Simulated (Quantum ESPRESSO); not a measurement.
# How SnSe2 absorbs and reflects light, part 3 of 3

Aim: the dielectric function of SnSe2, and the optical constants that follow from it.

Quantum ESPRESSO 7.5; DFT, PBE, plane waves with norm-conserving potentials (PseudoDojo), scalar-relativistic, independent-particle optical response without local fields and without the non-local commutator.

So far. Step 2 (Ground state): There is a gap, 0.79 eV on this mesh (points off the mesh can give less), so no carriers' term is needed.

## (5) Dielectric function

With the density converged, the vertical transitions are summed over the zone.

This step: DFT, PBE, plane waves with norm-conserving potentials (PseudoDojo), scalar-relativistic, independent-particle optical response without local fields and without the non-local commutator (Quantum ESPRESSO 7.5).

epsilon.in reads:

```
&inputpp
  prefix = 'x'
  outdir = './tmp'
  calculation = 'eps'
/
&energy_grid
  smeartype = 'gauss'
  intersmear = 0.4
  wmin = 0.0
  wmax = 22
  nw = 500
/
```

Started as:

```
mpirun -n 4 epsilon.x -nk 4 -in epsilon.in
```

Output:

```text
[banner, memory and clock lines left out]

     Broadcasting variables...

     IMPORTANT: XC functional enforced from input :
     Exchange-correlation= PBE
                           (   1   4   3   4   0   0   0)
     Any further DFT definition will be discarded

     G-vector sticks info

     Fermi energy [eV] is:  8.62045
     The system is a dielectric...
     metallic system: redefining wmin =     0.000000

     Performing eps calculation...

     xx,yy,zz plasmon frequences [eV] are:    15.285745937   15.285745865   15.226817671
```

The job ended after 4.9 s (4 MPI ranks of Arm Neoverse N1, shared host; peak memory 0.05 GiB).

This step gave:

| Property | Result |
| --- | --- |
| electronic dielectric constant ε∞, mean over x, y and z (by symmetry where fewer were run) | 10.05 |
| centre of weight of the strongest loss peak in the window | 17.34 eV |

Some rows of epsi_x.dat:

```text
# energy grid [eV]     epsi_x  epsi_y  epsi_z
#
    0.176352705    0.067006230    0.067006230    0.102352752
    1.234468938    1.426939069    1.426939068    2.030068406
    2.292585170    5.060071946    5.060071944    5.745592937
    3.350701403   11.640701196   11.640701193    3.637789832
    4.408817635   12.654210114   12.654210111    7.245986063
    5.466933868    9.291855930    9.291855926   10.419320522
    6.525050100    4.623666062    4.623666057    6.441646428
    7.583166333    2.837331188    2.837331183    3.300883375
    8.641282565    3.516138146    3.516138140    4.380946219
    9.699398798    2.191393594    2.191393587    2.957019212
   10.757515030    1.590163819    1.590163810    1.498595122
   11.815631263    1.097775430    1.097775420    1.200023787
   12.873747495    0.898350305    0.898350294    0.771532791
   13.931863727    0.795296014    0.795296002    0.682077592
   14.989979960    0.516945802    0.516945789    0.444732750
   16.048096192    0.385570015    0.385570001    0.395778325
   17.106212425    0.321214808    0.321214792    0.332035586
   18.164328657    0.263128938    0.263128920    0.282105675
   19.222444890    0.203884226    0.203884206    0.212361552
   20.280561122    0.178246907    0.178246885    0.184535789
   21.338677355    0.138301516    0.138301491    0.146505075
```

Sum at mesh points, not converged in k; values under the direct gap are tails of Lorentzian lines. Im ε against photon energy; read off at these points:

| photon energy (eV) | E ∥ x or y | E ∥ z |
| --- | --- | --- |
| 0.00 | 0 | 0 |
| 0.50 | 0.210 | 0.355 |
| 1.00 | 0.688 | 1.86 |
| 1.50 | 2.60 | 4.04 |
| 1.81 | 4.10 | 8.02 |
| 2.00 | 4.68 | 7.04 |
| 2.50 | 5.68 | 5.63 |
| 3.00 | 7.32 | 3.55 |
| 3.50 | 12.4 | 3.73 |
| 3.57 | 12.5 | 3.67 |
| 4.00 | 11.4 | 4.62 |
| 4.41 | 12.7 | 7.25 |
| 4.50 | 12.5 | 7.65 |
| 5.00 | 12.1 | 12.9 |
| 5.50 | 9.08 | 10.4 |
| 6.00 | 6.67 | 10.5 |
| 6.50 | 4.67 | 6.61 |
| 7.00 | 3.38 | 4.18 |
| 7.50 | 2.86 | 3.43 |
| 8.00 | 3.03 | 3.65 |
| 8.42 | 4.04 | 4.43 |
| 8.50 | 3.98 | 4.53 |
| 9.00 | 2.96 | 3.47 |
| 9.50 | 2.55 | 3.31 |
| 10.00 | 1.84 | 2.33 |
| 10.50 | 1.63 | 1.71 |
| 11.00 | 1.48 | 1.35 |
| 11.50 | 1.20 | 1.37 |
| 12.00 | 1.08 | 1.24 |
| 12.50 | 0.997 | 0.975 |
| 13.00 | 0.895 | 0.747 |
| 13.50 | 0.858 | 0.709 |
| 14.00 | 0.784 | 0.675 |
| 14.50 | 0.598 | 0.480 |
| 15.00 | 0.517 | 0.444 |
| 15.50 | 0.445 | 0.427 |
| 16.00 | 0.391 | 0.402 |
| 16.50 | 0.346 | 0.348 |
| 17.00 | 0.330 | 0.327 |
| 17.50 | 0.320 | 0.324 |
| 18.00 | 0.271 | 0.288 |
| 18.50 | 0.265 | 0.237 |
| 19.00 | 0.227 | 0.217 |
| 19.50 | 0.193 | 0.191 |
| 20.00 | 0.188 | 0.199 |
| 20.50 | 0.175 | 0.177 |
| 21.00 | 0.168 | 0.158 |
| 21.50 | 0.137 | 0.146 |
| 22.00 | 0.139 | 0.138 |

The reflectivity at normal incidence has structure finer than the step of the table below, so its rows give means over 1 eV, whole bins alone (the curve runs from 0 to 22 eV). Peaks (eV: height): E ∥ x or y 6.0: 50.7, 10.0: 43.3, 14.5: 37.1; E ∥ z 1.7: 34.5, 6.5: 48.8, 10.4: 47.7, 12.8: 44.2.

Sum at mesh points, not converged in k. Reflectivity at normal incidence against photon energy; means over each step:

| photon energy (eV) | E ∥ x or y (%) | E ∥ z (%) |
| --- | --- | --- |
| 1 | 29.5 | 29.3 |
| 2 | 31.9 | 30.7 |
| 3 | 35.8 | 23.1 |
| 4 | 40.0 | 28.2 |
| 5 | 44.7 | 38.8 |
| 6 | 48.7 | 45.9 |
| 7 | 43.3 | 43.8 |
| 8 | 30.4 | 30.6 |
| 9 | 38.6 | 38.0 |
| 10 | 41.7 | 45.6 |
| 11 | 38.8 | 44.2 |
| 12 | 36.5 | 40.6 |
| 13 | 32.3 | 41.3 |
| 14 | 33.0 | 37.8 |
| 15 | 33.9 | 33.7 |
| 16 | 28.2 | 25.7 |
| 17 | 20.2 | 19.5 |
| 18 | 15.5 | 15.7 |
| 19 | 11.6 | 11.1 |
| 20 | 7.63 | 7.37 |
| 21 | 5.73 | 5.45 |

Sum at mesh points, not converged in k; values under the direct gap are tails of Lorentzian lines. The loss function −Im 1/ε at q → 0 by energy loss; read off at these points:

| energy loss (eV) | E ∥ x or y | E ∥ z |
| --- | --- | --- |
| 0.00 | 0 | 0 |
| 0.50 | 0.00194 | 0.00342 |
| 1.00 | 0.00538 | 0.0150 |
| 1.50 | 0.0165 | 0.0230 |
| 2.00 | 0.0299 | 0.0697 |
| 2.50 | 0.0372 | 0.0871 |
| 3.00 | 0.0346 | 0.0746 |
| 3.50 | 0.0528 | 0.0601 |
| 4.00 | 0.0737 | 0.0494 |
| 4.50 | 0.0766 | 0.0566 |
| 5.00 | 0.0827 | 0.0639 |
| 5.50 | 0.101 | 0.0921 |
| 6.00 | 0.116 | 0.0912 |
| 6.50 | 0.161 | 0.122 |
| 7.00 | 0.210 | 0.186 |
| 7.50 | 0.295 | 0.251 |
| 8.00 | 0.325 | 0.271 |
| 8.50 | 0.231 | 0.215 |
| 9.00 | 0.274 | 0.239 |
| 9.50 | 0.274 | 0.239 |
| 10.00 | 0.332 | 0.247 |
| 10.50 | 0.429 | 0.303 |
| 11.00 | 0.440 | 0.386 |
| 11.50 | 0.531 | 0.489 |
| 12.00 | 0.641 | 0.519 |
| 12.50 | 0.762 | 0.588 |
| 13.00 | 0.875 | 0.747 |
| 13.50 | 0.923 | 0.939 |
| 14.00 | 0.996 | 1.02 |
| 14.50 | 1.13 | 1.29 |
| 15.00 | 1.55 | 1.82 |
| 15.50 | 1.94 | 2.20 |
| 16.00 | 2.42 | 2.42 |
| 16.50 | 2.89 | 2.87 |
| 16.84 | 2.89 | 2.98 |
| 17.00 | 2.95 | 2.88 |
| 17.06 | 2.97 | 2.82 |
| 17.50 | 2.83 | 2.79 |
| 18.00 | 2.86 | 2.75 |
| 18.50 | 2.44 | 2.68 |
| 19.00 | 2.28 | 2.04 |
| 19.50 | 1.68 | 1.61 |
| 20.00 | 1.34 | 1.30 |
| 20.50 | 1.09 | 1.11 |
| 21.00 | 0.998 | 0.873 |
| 21.50 | 0.699 | 0.706 |
| 22.00 | 0.635 | 0.592 |

Optical constants at common wavelengths, from n + ik = √ε:

| wavelength (nm) | n xy | k xy | R (%) xy | 1/α xy | n z | k z | R (%) z | 1/α z |
| --- | --- | --- | --- | --- | --- | --- | --- | --- |
| 1550 | 3.29 | 0.064 | 28.5 | 1.9 µm | 3.29 | 0.141 | 28.6 | 871 nm |
| 1064 | 3.43 | 0.166 | 30.2 | 510 nm | 3.31 | 0.304 | 29.1 | 278 nm |
| 532 | 3.43 | 0.756 | 32.1 | 56 nm | 2.73 | 1.051 | 27.3 | 40 nm |
| 450 | 3.45 | 0.835 | 32.7 | 43 nm | 2.43 | 0.880 | 22.5 | 41 nm |
| 405 | 3.72 | 1.088 | 36.6 | 30 nm | 2.56 | 0.687 | 22.1 | 47 nm |
| 308 | 2.95 | 1.912 | 38.7 | 13 nm | 3.03 | 0.780 | 28.1 | 31 nm |
| 248 | 2.51 | 2.398 | 44.4 | 8.2 nm | 3.18 | 2.024 | 41.0 | 9.8 nm |

Below the direct gap, k and the depth come from the tails of the Lorentzian lines, not from transitions.

Rows near the edge hang on the gap, which this functional as a rule makes too small, and phonon-assisted absorption is left out.

## (6) Summary of results

* electronic dielectric constant ε∞, mean over x, y and z (by symmetry where fewer were run) (independent particles): 10.0
* centre of weight of the strongest loss peak in the window, first axis: 17.3 eV

**Reading.** At this level (PBE, independent particles) SnSe2 has a mean ε∞ = 10.0 and n = 3.29 at 1550 nm (E ∥ x). The static values by axis are 10.16 (xy), 9.83 (z). Excitons and phonon-assisted transitions are missing, and so are local fields; PBE gaps are as a rule too small, which pulls the onset down and ε∞ up. Spin-orbit coupling is left out although heavy atoms are present. epsilon.x leaves out the commutator of the non-local potential, so its intensities are off, as a rule too high. The mesh misses the corner K of the hexagonal zone, so gaps read from it can be too wide where band edges lie there. The sum runs over mesh points 0.20 Å⁻¹ apart with no interpolation, so peaks are partly noise of the mesh; over so small a direct gap single mesh points weigh heavily, so ε∞, n and their changes from run to run can be far off.

[Machine, clock, banner and «Message from routine» lines are left out of the logs.]

[Logs are printed without paths, hosts, clocks, repeated set-up lines and the standing remarks that a program may print on its own settings, such as how far it seeks lower states.]

[Hosts, paths, dates, database ids (printed as entryN), source tags and the programs' standing remarks are cut or masked in the printed files.]
